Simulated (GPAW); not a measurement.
A computed Se K-edge spectrum of one site in a crystal of Se and Ti. Method: GPAW, LDA, excited-electron core hole (neutral cell) in a small cell, dipole transitions, broadening that rises with energy.

Energy from the lowest empty level; intensity scaled to a mean of 1 over the first 20 eV:

| E (eV) | intensity |
| --- | --- |
| -2.0 | 0.02 |
| -1.5 | 0.06 |
| -1.0 | 0.14 |
| -0.5 | 0.29 |
| 0.0 | 0.50 |
| 0.5 | 0.73 |
| 1.0 | 0.95 |
| 1.5 | 1.12 |
| 2.0 | 1.23 |
| 2.5 | 1.25 |
| 3.0 | 1.17 |
| 3.5 | 1.03 |
| 4.0 | 0.90 |
| 4.5 | 0.86 |
| 5.0 | 0.92 |
| 5.5 | 1.03 |
| 6.0 | 1.16 |
| 6.5 | 1.27 |
| 7.0 | 1.37 |
| 7.5 | 1.46 |
| 8.0 | 1.53 |
| 8.5 | 1.57 |
| 9.0 | 1.57 |
| 9.5 | 1.50 |
| 10.0 | 1.38 |
| 10.5 | 1.23 |
| 11.0 | 1.08 |
| 11.5 | 0.95 |
| 12.0 | 0.85 |
| 12.5 | 0.78 |
| 13.0 | 0.72 |
| 13.5 | 0.70 |
| 14.0 | 0.69 |
| 14.5 | 0.70 |
| 15.0 | 0.72 |
| 15.5 | 0.74 |
| 16.0 | 0.73 |
| 16.5 | 0.72 |
| 17.0 | 0.70 |
| 17.5 | 0.69 |
| 18.0 | 0.71 |
| 18.5 | 0.74 |
| 19.0 | 0.80 |
| 19.5 | 0.87 |
| 20.0 | 0.93 |
| 20.5 | 0.97 |
| 21.0 | 0.98 |
| 21.5 | 0.97 |
| 22.0 | 0.93 |
| 22.5 | 0.88 |
| 23.0 | 0.83 |
| 23.5 | 0.80 |
| 24.0 | 0.79 |
| 24.5 | 0.81 |
| 25.0 | 0.86 |
| 25.5 | 0.93 |
| 26.0 | 1.00 |
| 26.5 | 1.05 |
| 27.0 | 1.09 |
| 27.5 | 1.10 |
| 28.0 | 1.09 |
| 28.5 | 1.07 |
| 29.0 | 1.04 |
| 29.5 | 1.01 |
| 30.0 | 1.00 |
| 30.5 | 1.00 |
| 31.0 | 1.03 |
| 31.5 | 1.09 |
| 32.0 | 1.16 |

Question: What surroundings does the absorber have?

A K edge sees empty p states; the first features are Se p mixed into the empty d states of the Ti neighbours, and the broad ones above probably into the cations' higher empty bands. It is atom 1 of TiSe (P6_3/mmc), with 6 Ti at 2.58 Å (trigonal prismatic, site symmetry -6m2). Its main maxima below 30 eV lie at 2.4 eV (1.26), 8.6 eV (1.58), 15.6 eV (0.74), 21.0 eV (0.98) and 27.6 eV (1.10). A near-edge spectrum doesn't fix the structure by itself; it is matched against candidates. The script folds with a Gaussian, whereas the core hole's own line is a Lorentzian, so the onset is too steep and the first peak too high. The unit cell's mesh shows no gap over 0.35 eV. That is right for a metallic compound; for a small-gap or correlated insulator it would be the fault of the functional or of the assumed magnetic order, and the hole would be screened too well. The mesh is coarse (0.38 Å⁻¹ between points), so small maxima may be mesh ripples. The structure is a published determination, not relaxed.

[Hosts, paths, dates, database ids (printed as entryN), source tags and the programs' standing remarks are cut or masked in the printed files.]

[Lists of maxima count a maximum above −3 eV only where it reaches 4 % of the highest in the window and stands out from its surroundings by 2 % of it (1.5 % where it reaches 55 %); shoulders and weaker maxima are passed over, and of the rest the first, up to two pre-edge ones and the few strongest are named.]
